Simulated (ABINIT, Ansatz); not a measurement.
**Converging GW for Ge2Sb2Te5 (P-3m1) in ABINIT**

What does each rung of G0W0 on Ge2Sb2Te5 (P-3m1) cost, and what does it buy?

Main program and level: ABINIT 10.8.3; PBE and many-body steps on it, plane waves.

### 1. The structure

Symmetry: P-3m1, No. 164, trigonal system. Conventional cell: a = 4.294 Å, b = 4.294 Å, c = 17.101 Å, α = 90.00°, β = 90.00°, γ = 120.00°. Nearest to Ge lie 6 Te at 3.00 to 3.04 Å. Sb has 6 Te at 3.01 to 3.20 Å nearest. Nearest to Te lie 6 Ge at 3.04 Å. Nearest to Te lie 3 Ge at 3.00 Å and 3 Sb at 3.20 Å. Te has 3 Sb at 3.01 Å nearest. Farther neighbours and most contacts between anions are not listed.

The cell and positions are those that the Materials Project relaxed with its own functionals (PBE, PBE+U or r2SCAN), kept fixed. Spin-orbit coupling is left out unless a step names it.

### 2. Empty states on the mesh, 3×3×1 mesh, 333 bands

This step: ABINIT 10.8.3; DFT, PBE, plane waves, norm-conserving pseudopotentials.

The sums over transitions need many empty states on a uniform mesh; this step solves for them.

File run.abi:

```
acell 3*1.0 Angstrom
rprim 
  4.294064424821 -0.000000000005 0.000000000000
  -2.147032212406 3.718768877384 0.000000000000
  0.000000000000 0.000000000000 17.101346000000
ntypat 3
znucl 32 51 52
natom 9
typat 1 1 2 2 3 3 3 3 3
xred 
  0.333333333333 0.666666666667 0.897105000000
  0.666666666667 0.333333333333 0.102895000000
  0.000000000000 0.000000000000 0.679932000000
  0.000000000000 0.000000000000 0.320068000000
  0.000000000000 0.000000000000 0.000000000000
  0.666666666667 0.333333333333 0.798458000000
  0.333333333333 0.666666666667 0.201542000000
  0.333333333333 0.666666666667 0.580108000000
  0.666666666667 0.333333333333 0.419892000000
pp_dirpath "pseudos"
pseudos "Ge.upf, Sb.upf, Te.upf"
ecut 56
ngkpt 3 3 1
nshiftk 1
shiftk 0 0 0
kptopt 1
chksymbreak 0
iscf -2
irdden 1
istwfk *1
nband 333
nbdbuf 30
tolwfr 1e-09
nstep 60
prtvol 0
indata_prefix "in"
outdata_prefix "out"
tmpdata_prefix "tmp"
```

Run with:

```
OMP_NUM_THREADS=1 mpirun -n 3 abinit run.abi > log
```

Numbers of over 12 decimals in the logs are rounded to 6 here.

Log:

```text
.Version 10.8.3 of ABINIT. v10.8.2 released Aug 2026.

 Symmetries : space group P-3 m 1 (#164); Bravais hP (primitive hexag.)
[... echo of the input left out ...]
== DATASET  1 ==================================================================
-   mpi_nproc: 3, omp_nthreads: 1 (-1 if OMP is not activated)

--- !DatasetInfo
iteration_state: {dtset: 1, }
dimensions: {natom: 9, nkpt: 3, mband: 333, nsppol: 1, nspinor: 1, nspden: 1, mpw: 37003, }
cutoff_energies: {ecut:  56.0, pawecutdg:  -1.0, }
[...]
1.67154    1.68139    1.69265    1.69265    1.69589    1.69947    1.70250    1.70250
   1.71146    1.71146    1.72878    1.72878    1.73253    1.74103    1.74222    1.74610
   1.74610    1.75665    1.75683    1.76353    1.77851
 prteigrs : prtvol=0 or 1, do not print more k-points.

== END DATASET(S) ==============================================================
================================================================================

 -outvars: echo values of variables after computation  --------
            nband         333
             nkpt           3
          spgroup         164
 [... the other variables as echoed above ...]

 Calculation completed.
```

Elapsed: 13 min, on 3 MPI ranks of Arm Neoverse V2, shared host; peak memory 1.2 GiB.

This step gave:

| Property | Result |
| --- | --- |
| gap | 0.2751 eV |
| k of the valence top | 0, 0, 0 |
| k of the conduction bottom | 0, 0, 0 |
| least direct gap | 0.2751 eV |
| k points computed | 3 |
| lowest point of the top converged band, above the valence top | 37.28 eV |

On this mesh the gap is 0.275 eV.

The density comes from a self-consistent run that is not shown.

### 3. Screening, 3×3×1 mesh, 129 bands, screening to 59.9 eV

The RPA dielectric matrix is built and inverted for each q.

This step: RPA screening on PBE, plane waves, norm-conserving pseudopotentials.

Changes to run.abi since step 2:

```diff
@@ -27,10 +27,11 @@
 chksymbreak 0
-iscf -2
-irdden 1
 istwfk *1
-nband 333
-nbdbuf 30
-tolwfr 1e-09
-nstep 60
-prtvol 0
+occopt 1
+irdwfk 1
+optdriver 3
+nband 129
+ecuteps 2.2
+inclvkb 2
+awtr 1
+symchi 1
 indata_prefix "in"
```

Run with:

```
OMP_NUM_THREADS=1 mpirun -n 4 abinit run.abi > log
```

Log:

```text
.Version 10.8.3 of ABINIT. v10.8.2 released Aug 2026.

 Symmetries : space group P-3 m 1 (#164); Bravais hP (primitive hexag.)
[... echo of the input left out ...]
== DATASET  1 ==================================================================
-   mpi_nproc: 4, omp_nthreads: 1 (-1 if OMP is not activated)

--- !DatasetInfo
iteration_state: {dtset: 1, }
dimensions: {natom: 9, nkpt: 3, mband: 129, nsppol: 1, nspinor: 1, nspden: 1, mpw: 37003, }
cutoff_energies: {ecut:  56.0, pawecutdg:  -1.0, }
electrons: {nelect:   2.10000000E+02, charge:   0.00000000E+00, occopt:   1.00000000E+00, tsmear:   1.00000000E-02, }

 SCREENING: Calculation of the susceptibility and dielectric matrices

 Based on a program developped by R.W. Godby, V. Olevano, G. Onida, and L. Reining.
 Incorporated in ABINIT by V. Olevano, G.-M. Rignanese, and M. Torrent.
.Using double precision arithmetic ; gwpc =  8

[... cell and pseudopotentials left out ...]
--------------------------------------------------------------------------------

 ==== K-mesh for the wavefunctions ====
 Number of points in the irreducible wedge :     3
[... list of points left out ...]
 Together with 12 symmetry operations and time-reversal symmetry
 yields     9 points in the full Brillouin Zone.

 ==== Q-mesh for the screening function ====
 Number of points in the irreducible wedge :     3
[... list of points left out ...]
 Together with 12 symmetry operations and time-reversal symmetry
 yields     9 points in the full Brillouin Zone.

 setmesh: FFT mesh size selected  =    30x   30x  135
          total number of points  =       121500

 vcoul_init : cutoff-mode = AUXILIARY_FUNCTION
 q-points for optical limit:   1
     1)      0.000010    0.000020    0.000030

- screening: taking advantage of time-reversal symmetry
- Maximum band index for partially occupied states nbvw = 105
- Remaining bands to be divided among processors   nbcw = 24
- Number of bands treated by each node ~6

 Number of electrons calculated from density =  210.0000; Expected =  210.0000
 average of density, n =  0.113953
 r_s =    1.2796
 omega_plasma =   32.5625 [eV]

 calculating chi0 at frequencies [eV] :
  1    0.000000E+00    0.000000E+00
  2    0.000000E+00    3.256251E+01

--------------------------------------------------------------------------------
  q-point number  1        q = ( 0.000000, 0.000000, 0.000000) [r.l.u.]
--------------------------------------------------------------------------------
[... chi0 elements left out ...]
 For q-point:  0.000010 0.000020 0.000030
  dielectric constant = 564.2986
  dielectric constant without local fields = 624.4183

  Average fulfillment of the sum rule on Im[epsilon] for q-point    1 :     16.44  [%]
[... wings left out ...]
  q-point number  2        q = ( 0.333333, 0.000000, 0.000000) [r.l.u.]
--------------------------------------------------------------------------------
[... chi0 elements left out ...]
  Average fulfillment of the sum rule on Im[epsilon] for q-point    2 :     12.23  [%]

 [... 1 further q-points ...]
```

Elapsed: 2.3 min, on 4 MPI ranks; peak memory 6.3 GiB.

This step gave:

```yaml
eps_infinity_with_local_fields_on_this_mesh_along_the_program_s_q_direction: 564.3
the_same_without_local_fields: 624.4
plasma_frequency: 32.56 eV
plane_waves_in_the_screening_matrix: 291
```

Local fields lower ε∞ by 10 %. The value itself is an artefact of the mesh, where one narrow direct gap carries too much weight.

### 4. 129 bands, 59.9 eV

The self-energy is evaluated for the states that the input lists, and the levels follow from it, in one-shot runs by the linearised quasiparticle equation.

This step: G0W0 on PBE, plane waves, norm-conserving pseudopotentials.

Changes to run.abi since step 3:

```diff
@@ -30,8 +30,15 @@
 irdwfk 1
-optdriver 3
+optdriver 4
 nband 129
+gwcalctyp 0
+ecutsigx 56
+symsigma 1
+nkptgw 1
+kptgw 
+  0.0000000000 0.0000000000 0.0000000000
+bdgw 
+  104 107
 ecuteps 2.2
-inclvkb 2
-awtr 1
-symchi 1
+irdscr 1
+ppmodel 1
 indata_prefix "in"
```

Log:

```text
.Version 10.8.3 of ABINIT. v10.8.2 released Aug 2026.

 Symmetries : space group P-3 m 1 (#164); Bravais hP (primitive hexag.)
[... echo of the input left out ...]
== DATASET  1 ==================================================================
-   mpi_nproc: 4, omp_nthreads: 1 (-1 if OMP is not activated)

--- !DatasetInfo
iteration_state: {dtset: 1, }
dimensions: {natom: 9, nkpt: 3, mband: 129, nsppol: 1, nspinor: 1, nspden: 1, mpw: 37003, }
cutoff_energies: {ecut:  56.0, pawecutdg:  -1.0, }
electrons: {nelect:   2.10000000E+02, charge:   0.00000000E+00, occopt:   1.00000000E+00, tsmear:   1.00000000E-02, }

 SIGMA: Calculation of the GW corrections

 Based on a program developped by R.W. Godby, V. Olevano, G. Onida, and L. Reining.
 Incorporated in ABINIT by V. Olevano, G.-M. Rignanese, and M. Torrent.
.Using double precision arithmetic ; gwpc =  8

[... cell and pseudopotentials left out ...]
--------------------------------------------------------------------------------

 ==== K-mesh for the wavefunctions ====
 Number of points in the irreducible wedge :     3
[... list of points left out ...]
 Together with 12 symmetry operations and time-reversal symmetry
 yields     9 points in the full Brillouin Zone.

 ==== Q-mesh for screening function ====
 Number of points in the irreducible wedge :     3
[... list of points left out ...]
 Together with 12 symmetry operations and time-reversal symmetry
 yields     9 points in the full Brillouin Zone.

 vcoul_init : cutoff-mode = AUXILIARY_FUNCTION
 q-points for optical limit:   1
     1)      0.000010    0.000020    0.000030
 setmesh: FFT mesh size selected  =    48x   48x  225
          total number of points  =       518400

 Number of electrons calculated from density =  210.0000; Expected =  210.0000
 average of density, n =  0.113953
 r_s =    1.2796
 omega_plasma =   32.5625 [eV]

 === KS Band Gaps ===
  >>>> For spin  1
   Minimum direct gap =   0.2753 [eV], located at k-point      :   0.0000  0.0000  0.0000
   Fundamental gap    =   0.2753 [eV], Top of valence bands at :   0.0000  0.0000  0.0000
                                       Bottom of conduction at :   0.0000  0.0000  0.0000
 SIGMA fundamental parameters:
 PLASMON POLE MODEL  1
 number of plane-waves for SigmaX                37003
 number of plane-waves for SigmaC and W            291
 number of plane-waves for wavefunctions         37003
 number of bands                                   129
 number of independent spin polarizations            1
 number of spinorial components                      1
 number of k-points in IBZ                           3
 number of q-points in IBZ                           3
 number of symmetry operations                      12
 number of k-points in BZ                            9
 number of q-points in BZ                            9
 number of frequencies for dSigma/dE                 9
 frequency step for dSigma/dE [eV]                0.25
 number of omega for Sigma on real axis              0
 max omega for Sigma on real axis  [eV]           0.00
 zcut for avoiding poles [eV]                     0.10

 EPSILON^-1 parameters (SCR file):
 dimension of the eps^-1 matrix on file            291
 dimension of the eps^-1 matrix used               291
 number of plane-waves for wavefunctions         37003
 number of bands                                   129
 number of q-points in IBZ                           3
 number of frequencies                               2
 number of real frequencies                          1
 number of imag frequencies                          1

 matrix elements of self-energy operator (all in [eV])

 Perturbative Calculation

--- !SelfEnergy_ee
iteration_state: {dtset: 1, }
kpoint     : [   0.000,    0.000,    0.000, ]
spin       : 1
KS_gap     :    0.275
QP_gap     :    0.323
Delta_QP_KS:    0.047
data: !SigmaeeData |
     Band     E0 <VxcDFT>   SigX SigC(E0)      Z dSigC/dE  Sig(E)    E-E0       E
      104   6.395 -12.915 -13.829   2.171   0.781  -0.280 -11.933   0.982   7.377
      105   7.239 -13.099 -13.759   2.056   0.787  -0.271 -12.001   1.099   8.338
      106   7.515 -11.704  -8.550  -1.697   0.786  -0.272 -10.558   1.146   8.660
      107   7.515 -11.704  -8.550  -1.697   0.786  -0.272 -10.558   1.146   8.660

== END DATASET(S) ==============================================================
================================================================================

 -outvars: echo values of variables after computation  --------
           etotal      0.0000000000E+00
            nband         129
             nkpt           3
          spgroup         164
 [... the other variables as echoed above ...]

 Calculation completed.
```

Run time: 17 s. Hardware: 4 MPI ranks; peak memory 4.9 GiB; 66 s of CPU time.

This step gave:

* G0W0 gap on the points computed: 0.3220 eV
* starting gap on the mesh: 0.2751 eV
* k of the valence top: 0, 0, 0
* k of the conduction bottom: 0, 0, 0
* Z at the valence top: 0.787
* Z at the conduction bottom: 0.786
* least direct G0W0 gap on the computed points: 0.3220 eV

The gap on the mesh goes from 0.28 eV to 0.32 eV, a correction of +0.05 eV.

### 5. Screening, 3×3×1 mesh, 186 bands, screening to 114.3 eV

This step: RPA screening on PBE, plane waves, norm-conserving pseudopotentials.

Changes to run.abi since step 4:

```diff
@@ -30,15 +30,8 @@
 irdwfk 1
-optdriver 4
-nband 129
-gwcalctyp 0
-ecutsigx 56
-symsigma 1
-nkptgw 1
-kptgw 
-  0.0000000000 0.0000000000 0.0000000000
-bdgw 
-  104 107
-ecuteps 2.2
-irdscr 1
-ppmodel 1
+optdriver 3
+nband 186
+ecuteps 4.2
+inclvkb 2
+awtr 1
+symchi 1
 indata_prefix "in"
```

Log:

```text
.Version 10.8.3 of ABINIT. v10.8.2 released Aug 2026.

 Symmetries : space group P-3 m 1 (#164); Bravais hP (primitive hexag.)
[... echo of the input left out ...]
== DATASET  1 ==================================================================
-   mpi_nproc: 4, omp_nthreads: 1 (-1 if OMP is not activated)

--- !DatasetInfo
iteration_state: {dtset: 1, }
dimensions: {natom: 9, nkpt: 3, mband: 186, nsppol: 1, nspinor: 1, nspden: 1, mpw: 37003, }
cutoff_energies: {ecut:  56.0, pawecutdg:  -1.0, }
electrons: {nelect:   2.10000000E+02, charge:   0.00000000E+00, occopt:   1.00000000E+00, tsmear:   1.00000000E-02, }

 SCREENING: Calculation of the susceptibility and dielectric matrices

 Based on a program developped by R.W. Godby, V. Olevano, G. Onida, and L. Reining.
 Incorporated in ABINIT by V. Olevano, G.-M. Rignanese, and M. Torrent.
.Using double precision arithmetic ; gwpc =  8

[... cell and pseudopotentials left out ...]
--------------------------------------------------------------------------------

 ==== K-mesh for the wavefunctions ====
 Number of points in the irreducible wedge :     3
[... list of points left out ...]
 Together with 12 symmetry operations and time-reversal symmetry
 yields     9 points in the full Brillouin Zone.

 ==== Q-mesh for the screening function ====
 Number of points in the irreducible wedge :     3
[... list of points left out ...]
 Together with 12 symmetry operations and time-reversal symmetry
 yields     9 points in the full Brillouin Zone.

 setmesh: FFT mesh size selected  =    32x   32x  144
          total number of points  =       147456

 vcoul_init : cutoff-mode = AUXILIARY_FUNCTION
 q-points for optical limit:   1
     1)      0.000010    0.000020    0.000030

- screening: taking advantage of time-reversal symmetry
- Maximum band index for partially occupied states nbvw = 105
- Remaining bands to be divided among processors   nbcw = 81
- Number of bands treated by each node ~20

 Number of electrons calculated from density =  210.0000; Expected =  210.0000
 average of density, n =  0.113953
 r_s =    1.2796
 omega_plasma =   32.5625 [eV]

 calculating chi0 at frequencies [eV] :
  1    0.000000E+00    0.000000E+00
  2    0.000000E+00    3.256251E+01

--------------------------------------------------------------------------------
  q-point number  1        q = ( 0.000000, 0.000000, 0.000000) [r.l.u.]
--------------------------------------------------------------------------------
[... chi0 elements left out ...]
 For q-point:  0.000010 0.000020 0.000030
  dielectric constant = 567.9558
  dielectric constant without local fields = 624.5996

  Average fulfillment of the sum rule on Im[epsilon] for q-point    1 :     25.41  [%]
[... wings left out ...]
  q-point number  2        q = ( 0.333333, 0.000000, 0.000000) [r.l.u.]
--------------------------------------------------------------------------------
[... chi0 elements left out ...]
  Average fulfillment of the sum rule on Im[epsilon] for q-point    2 :     23.27  [%]

 [... 1 further q-points ...]
```

The job ended after 7.8 min (4 MPI ranks; peak memory 7.3 GiB).

This step gave:

| Item | Value |
| --- | --- |
| ε∞ with local fields, on this mesh, along the program's q direction | 568.0 |
| the same without local fields | 624.6 |
| plasma frequency | 32.56 eV |
| plane waves in the screening matrix | 761 |

(Part 1 of 2 ends here.)

[Paths, hosts, dates, memory and timing lines, banners, echoed tables and standing remarks are left out of the program output.]

[Logs are printed without paths, hosts, clocks, repeated set-up lines and the standing remarks that a program may print on its own settings, such as how far it seeks lower states.]

[Runs of the session that timed out or met a known fault of the program may be left out.]

[Hosts, paths, dates, database ids (printed as entryN), source tags and the programs' standing remarks are cut or masked in the printed files.]

[G0W0 gaps are taken among the corrected bands and points alone; a level outside them can change the order at an edge.]

[Where Ansatz stands beside ABINIT at settings called matched, ABINIT's density can come from a denser mesh and the files from another edition; pairs whose starting gaps differed by over 0.03 eV were left out, so agreement reads better than it is.]
